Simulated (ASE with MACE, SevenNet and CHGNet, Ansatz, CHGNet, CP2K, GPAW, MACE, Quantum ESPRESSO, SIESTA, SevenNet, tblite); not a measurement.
# Machine-learned potentials on H15W3C3S4N3 (P-1) (56 atoms): settings against a plane-wave reference

Aim: run H15W3C3S4N3 (P-1) (56 atoms) in machine-learned potentials and see how near its forces come to a plane-wave reference, and at what cost.

Calculated with ASE with MACE, SevenNet and CHGNet; the method is named at each step.

### 1. Starting point

The cell holds 56 atoms: 30 H, 6 W, 6 C, 8 S and 6 N. Its edges and angles: a = 9.085 Å, b = 9.160 Å, c = 9.566 Å, α = 103.7°, β = 116.6°, γ = 106.3°. It derives from H15W3C3S4N3 (P-1), repeated 1×1×1. H15W3C3S4N3, space group P-1, structure from the Crystallography Open Database, 1 x 1 x 1 conventional cells; positions as listed; bonds to H set to neutron lengths (C-H 1.089, N-H 1.015, O-H 0.983, B-H 1.19 Å) where the listed ones are shorter. Then every atom was moved at random, 0.03 Å r.m.s. a Cartesian component (hydrogen 0.6 of that).

The yardstick, on the same geometry:

```
method                                           : Kohn-Sham DFT, PBE, SSSP efficiency 1.3.0 pseudopotentials, plane waves (Quantum ESPRESSO 7.5); sssp-pbe-1.3.0-efficiency, cutoffs 60/480 Ry, Γ point
r.m.s. force component                           : 0.8734 eV/Å
longest force                                    : 4.54 eV/Å
pressure                                         : 3.567 GPa
gap (highest filled to lowest empty level) : 0.543 eV
time                                             : 3.2 min on 2 MPI ranks of Arm Neoverse V1, shared host
CPU time                                         : 6.5 min
```

### 2. MACE MP-0b2 small potential

Method: machine-learned interatomic potential MACE MP-0b2 small, trained on PBE(+U) plane-wave data.

Input file run.py:

```python
import numpy as np
from ase.io import read
import mlip  # loads the published weights by name

atoms = read("structure.xyz")
atoms.calc = mlip.calc("mace-mp-0b2-small")
energy = atoms.get_potential_energy()
forces = atoms.get_forces()
print(f"energy {energy:.6f} eV")
print("forces (eV/A)")
for i, (a, f) in enumerate(zip(atoms, forces)):
    print(f"{i:4d} {a.symbol:2s} {f[0]:10.5f} {f[1]:10.5f} {f[2]:10.5f}")
stress = -atoms.get_stress(voigt=False) * 160.21766
print("stress (GPa, compression positive)")
for row in stress:
    print(" ".join(f"{x:10.4f}" for x in row))
```

Input file structure.xyz:

```xyz
56
Lattice="9.08470 0.00000 0.00000 -2.56559 8.79358 0.00000 -4.28655 -3.61609 7.74969" Properties=species:S:1:pos:R:3 pbc="T T T"
H -2.52087 3.11155 2.84902
H 4.75689 2.12939 4.94787
H 4.97543 2.67950 2.45820
H -2.80523 2.51350 5.28010
H -0.84162 5.19989 7.51945
H 3.03944 -0.03004 0.25434
H 3.29462 -3.18065 7.65739
H -1.06731 8.37211 0.07858
H 0.02169 5.67879 4.05185
H 2.24175 -0.50472 3.70141
H 0.09498 6.21466 2.48013
H 2.12624 -1.03517 5.22360
H 6.39902 2.28353 0.59285
H -4.13870 2.87532 7.13328
H 6.88507 4.00107 0.67864
H -4.69034 1.15780 7.08399
H 5.24469 3.62238 0.26659
H -2.99664 1.54414 7.42653
H 0.45869 4.29719 5.66549
H 1.79027 0.84487 2.06289
H -0.25346 3.01586 6.69922
H 2.49894 2.19571 1.06752
H 1.41985 3.45642 6.87599
H 0.76008 1.71682 0.83363
H -0.73050 4.00314 2.56104
H 2.92361 1.16113 5.18795
H 0.77852 3.48675 3.40614
H 1.47722 1.64360 4.31472
H 0.88997 4.12310 1.76685
H 1.35168 1.10837 6.01546
W 5.09224 5.39563 3.24960
W -2.81297 -0.17630 4.63090
W 4.36518 7.76573 2.20130
W -2.12078 -2.48219 5.62643
W 2.62297 6.37347 3.60694
W -0.40774 -1.18368 4.09587
C 6.10670 3.29450 0.85316
C -3.84871 1.81964 6.91110
C 0.46140 3.81361 6.67605
C 1.74412 1.31995 1.04737
C 0.32395 4.21403 2.68690
C 1.87610 0.99128 5.04823
S 4.69571 -0.12718 2.64164
S -2.42668 5.29183 5.13029
S 3.43431 5.60595 1.38355
S -1.13467 -0.42081 6.26531
S -2.48808 6.70897 1.87062
S 4.72568 -1.59261 5.79956
S 3.41561 4.23876 4.62587
S -1.14088 0.95338 3.10600
N 5.77046 3.39208 2.28004
N -3.47587 1.77905 5.47988
N 0.08401 4.84320 7.72567
N -2.15061 -3.24865 7.74093
N 0.46178 5.60925 3.20752
N 1.68092 -0.42302 4.58751
```

Started as:

```console
> OMP_NUM_THREADS=1 python run.py > output.txt
```

The program printed:

```text
energy -331.390783 eV
forces (eV/A)
   0 H     0.16596   -0.31969    0.20150
   1 H     0.97184   -0.48119    0.37233
   2 H     1.41895    1.19943   -0.03524
   3 H     0.56148    0.24069    0.04486
   4 H    -0.38538    0.19717   -0.13012
   5 H     0.29266   -0.00075   -0.13529
   6 H     0.36133    0.59001    0.00820
   7 H    -0.22896   -0.31989   -0.27823
   8 H    -1.91788    0.56135    2.78669
   9 H    -0.55568   -0.14923    0.70382
  10 H    -0.38379    0.48315    0.16987
  11 H     0.61015   -1.01752    1.11406
  12 H     0.18774   -0.33420   -0.27245
  13 H     0.05538   -0.57659    0.33120
  14 H     0.93596    0.48202   -0.33915
  15 H    -0.20035   -0.26269    0.14661
  16 H    -0.07928   -0.19454    0.01825
  17 H     1.62846   -0.58277    1.48147
  18 H     0.00445   -0.40651    0.52158
  19 H    -0.25453    0.29106   -0.62887
  20 H    -0.46525   -0.52757    0.06735
  21 H    -1.03860   -1.11955   -0.14887
  22 H     1.65813   -0.68111    0.45653
  23 H    -0.34184    0.09807    0.03798
[...]
48 S    -0.01051    0.72728   -0.01645
  49 S    -0.11773   -0.33890    0.39868
  50 N    -1.97695   -0.80245    0.29229
  51 N    -1.85636    0.16501   -0.75490
  52 N     0.27500   -1.49932   -0.08660
  53 N    -0.05562    0.04982    0.47776
  54 N     2.86319   -1.31501   -3.14337
  55 N    -0.14118    1.58142   -1.94271
stress (GPa, compression positive)
    3.6395     0.1699     0.1932
    0.1699     1.3688     0.0586
    0.1932     0.0586     2.9767
```

The job ended after 7.9 s (1 thread of Arm Neoverse V1, shared host; peak memory 0.67 GiB).

Banners, paths, timers and routine set-up lines are dropped from the logs unmarked, and long logs keep their key lines alone; longer cuts are marked.

Compared with the plane-wave run:

| Item | Value |
| --- | --- |
| r.m.s. force component | 0.8366 eV/Å |
| r.m.s. difference of force components | 221.4 meV/Å |
| longest difference of force vectors | 917 meV/Å |
| force difference over r.m.s. force | 25.35 % |
| slope of forces against the reference's | 0.9266 |
| correlation of force components | 0.9674 |
| pressure | 2.662 GPa |
| pressure difference | -0.9056 GPa |

Length of the force difference by element (eV/Å):

```csv
element,atoms,mean,most
C,6,0.19,0.25
H,30,0.12,0.34
N,6,0.17,0.30
S,8,0.77,0.91
W,6,0.57,0.92
```

Local excerpt of 10 atoms (numbers count through the whole input) about N55, which bears the longest force; x, y, z are measured from there.

```csv
atom,x,y,z,distance (Å),bonds,Fx,Fy,Fz (eV/Å)
N55,0.00,0.00,0.00,0.00,4,2.86,-1.32,-3.14
H9,-0.44,0.07,0.84,0.95,1,-1.92,0.56,2.79
H11,-0.37,0.61,-0.73,1.01,1,-0.38,0.48,0.17
C41,-0.14,-1.40,-0.52,1.50,4,0.61,0.02,1.01
H25,-1.19,-1.61,-0.65,2.10,1,-0.35,-0.32,-0.27
H29,0.43,-1.49,-1.44,2.11,1,-0.01,0.08,-0.37
H27,0.32,-2.12,0.20,2.16,1,-0.35,0.56,-0.30
W35,2.16,0.76,0.40,2.33,5,0.21,-0.21,-0.85
H19,0.00,-1.31,2.46,2.79,1,0.00,-0.41,0.52
H10,-0.79,2.68,0.49,2.84,1,-0.56,-0.15,0.70
```

Atoms are counted from 1 here, from 0 in the log.

Forces lie 25 % from the reference's, at 0.020 times its CPU time (on 1 against 2 cores).

### 3. SevenNet 0 potential

Method: machine-learned interatomic potential SevenNet 0, trained on PBE(+U) plane-wave data.

Edit run.py of step 2 so:

```diff
@@ -5,3 +5,3 @@
 atoms = read("structure.xyz")
-atoms.calc = mlip.calc("mace-mp-0b2-small")
+atoms.calc = mlip.calc("7net-0")
 energy = atoms.get_potential_energy()
```

structure.xyz is that of step 2.

The program printed:

```text
energy -333.060211 eV
forces (eV/A)
   0 H     0.29209   -0.36430    0.24067
   1 H     0.79752   -0.42696    0.27817
   2 H     1.31274    1.07157   -0.06434
   3 H     0.67455    0.40372    0.00437
   4 H    -0.46488    0.18838   -0.18186
   5 H     0.42753   -0.01340   -0.10688
   6 H     0.45892    0.62567   -0.06520
   7 H    -0.32913   -0.38128   -0.26917
   8 H    -1.90020    0.49848    2.76025
   9 H    -0.36295   -0.15551    0.60266
  10 H    -0.39759    0.47590    0.16648
  11 H     0.66980   -1.00044    1.11844
  12 H     0.23334   -0.33505   -0.30514
  13 H     0.02010   -0.59763    0.38344
  14 H     0.96060    0.53657   -0.47225
  15 H    -0.17091   -0.26627    0.18350
  16 H    -0.15726   -0.12279   -0.08127
  17 H     1.72884   -0.67414    1.60092
  18 H     0.02483   -0.36222    0.53419
  19 H    -0.26335    0.30102   -0.67154
  20 H    -0.52550   -0.58430    0.07726
  21 H    -1.01315   -1.12233   -0.16793
  22 H     1.71548   -0.69542    0.44379
  23 H    -0.35656    0.10964    0.02434
[...]
48 S    -0.01329    0.17676    0.00584
  49 S    -0.06812    0.13858    0.14877
  50 N    -2.16190   -0.60405    0.77210
  51 N    -1.63523   -0.03153   -1.15681
  52 N     0.20226   -1.31483    0.25506
  53 N    -0.03775   -0.09751    0.26627
  54 N     2.88626   -0.81259   -2.99512
  55 N    -0.34611    1.07148   -2.00153
stress (GPa, compression positive)
    2.2555    -0.1624    -0.0247
   -0.1624     0.8709     0.0503
   -0.0247     0.0503     2.0582
```

Run time: 9.3 s. Hardware: 1 thread; peak memory 0.85 GiB.

Numbers from this run, and their distance from the reference:

```yaml
r_m_s_force_component: 0.7974 eV/Å
r_m_s_difference_of_force_components: 215.2 meV/Å
longest_difference_of_force_vectors: 1069 meV/Å
force_difference_over_r_m_s_force: 24.64 %
slope_of_forces_against_the_reference_s: 0.8864
correlation_of_force_components: 0.9709
pressure: 1.728 GPa
pressure_difference: -1.839 GPa
```

Against the first run (25 %), the force difference from the reference is 25 %, at 1.2 times the CPU time.

### 4. CHGNet 0.3.0 potential

Method: machine-learned interatomic potential CHGNet 0.3.0, trained on PBE(+U) plane-wave data.

Edit run.py of step 3 so:

```diff
@@ -5,3 +5,3 @@
 atoms = read("structure.xyz")
-atoms.calc = mlip.calc("7net-0")
+atoms.calc = mlip.calc("chgnet-0.3.0")
 energy = atoms.get_potential_energy()
```

structure.xyz is that of step 3.

The program printed:

```text
CHGNet v0.3.0 initialized with 412,525 parameters
CHGNet will run on cpu
energy -339.028992 eV
forces (eV/A)
   0 H     0.19077   -0.33261    0.13380
   1 H     0.88953   -0.47157    0.39292
   2 H     1.45614    1.19947   -0.05287
   3 H     0.49271    0.25084    0.09331
   4 H    -0.35511    0.18059   -0.12139
   5 H     0.27059    0.01717   -0.12241
   6 H     0.40914    0.59425   -0.07577
   7 H    -0.24063   -0.32692   -0.24456
   8 H    -1.95922    0.53490    2.72955
   9 H    -0.42135   -0.05191    0.70761
  10 H    -0.42446    0.47337    0.21301
  11 H     0.69342   -0.93747    1.09271
  12 H     0.15690   -0.29692   -0.25736
  13 H     0.10307   -0.67042    0.28225
  14 H     0.92700    0.54209   -0.41108
  15 H    -0.18538   -0.29756    0.14593
  16 H    -0.12614   -0.13427   -0.05433
  17 H     1.68453   -0.63286    1.58808
  18 H     0.00262   -0.39385    0.57396
  19 H    -0.21101    0.29836   -0.68791
  20 H    -0.54264   -0.56668    0.04550
  21 H    -0.98949   -1.09878   -0.14486
  22 H     1.74817   -0.64407    0.46720
  23 H    -0.41051    0.10797   -0.01400
[...]
48 S    -0.11041    0.09529   -0.07121
  49 S     0.08749    0.07160    0.18455
  50 N    -2.00715   -1.14827    0.23676
  51 N    -1.68917    0.34196   -0.88616
  52 N     0.23211   -1.41632   -0.43791
  53 N    -0.03815   -0.08261    0.59803
  54 N     2.39891   -1.31306   -3.21356
  55 N     0.01482    1.34938   -1.89815
stress (GPa, compression positive)
    4.7416    -0.0665     0.3280
   -0.0665     2.8418    -0.0693
    0.3280    -0.0693     3.9523
```

Wall time 4.3 s (1 thread); peak memory 1.1 GiB.

Against the reference:

```
r.m.s. force component                  : 0.8297 eV/Å
r.m.s. difference of force components   : 237.8 meV/Å
longest difference of force vectors     : 1586 meV/Å
force difference over r.m.s. force      : 27.23 %
slope of forces against the reference's : 0.9141
correlation of force components         : 0.9623
pressure                                : 3.845 GPa
pressure difference                     : 0.2779 GPa
```

Against the first run (25 %), the force difference from the reference is 27 %, at 0.55 times the CPU time.

The difference per atom is largest on W (0.98 eV/Å on average, against 0.38 on S).

### 5. All runs compared

Differences are against the plane-wave reference, forces as r.m.s. over components; share is that over the reference's r.m.s. force, slope the least-squares factor from reference forces to these. Total energies of different programs have different zeros and aren't compared.

```csv
run,"Δ force, r.m.s. (meV/Å)",share (%),slope,Δ pressure (GPa),cores,CPU time,memory (GiB)
reference,-,-,-,-,2,6.5 min,2.8
MACE MP-0b2 small potential,221,25.3,0.927,-0.906,1,7.9 s,0.67
SevenNet 0 potential,215,24.6,0.886,-1.84,1,9.3 s,0.85
CHGNet 0.3.0 potential,238,27.2,0.914,0.278,1,4.3 s,1.1
```

Times of the machine-learned potentials are mostly Python's start and the loading of weights.

CPU time is summed over cores on a shared host, where runs went side by side, so it is rough. Symmetry, cutoffs, thresholds, outputs and thread counts weren't matched or tuned between programs; memory under MPI is the largest rank's times the ranks.

### 6. Results

- nearest in forces: a tie at 25 % of 2 runs: MACE MP-0b2 small potential; SevenNet 0 potential

**Reading.** Machine-learned potentials differ by 25 % (SevenNet 0 potential) to 27 % (CHGNet 0.3.0 potential); they were trained on other programs' data. The reference's pressure holds the uncorrected Pulay stress of its 60 Ry basis, so small pressure differences, and their order, may be the reference's own error. Machine-learned potentials mimic data converged in k, so the reference's own k-point error enters their differences. The reference's PBE has no dispersion term, which matters for the binding between molecules or layers. The reference's pressure of 3.6 GPa belongs to a cell and atoms that aren't relaxed at this level. The runs have no spin polarisation, so any moments at edges, vacancies or dangling bonds can't form. The electronic-structure runs sample only Γ, in a cell whose shortest periodic width is 7 Å. Spin–orbit coupling is left out, which matters for the levels of the heavy elements.

[Also dropped from logs without a mark: logging warnings of Python, and SIESTA's first energy breakdown and zero terms.]

[Logs are printed without paths, hosts, clocks, repeated set-up lines and the standing remarks that a program may print on its own settings, such as how far it seeks lower states.]

[Hosts, paths, dates, database ids (printed as entryN), source tags and the programs' standing remarks are cut or masked in the printed files.]
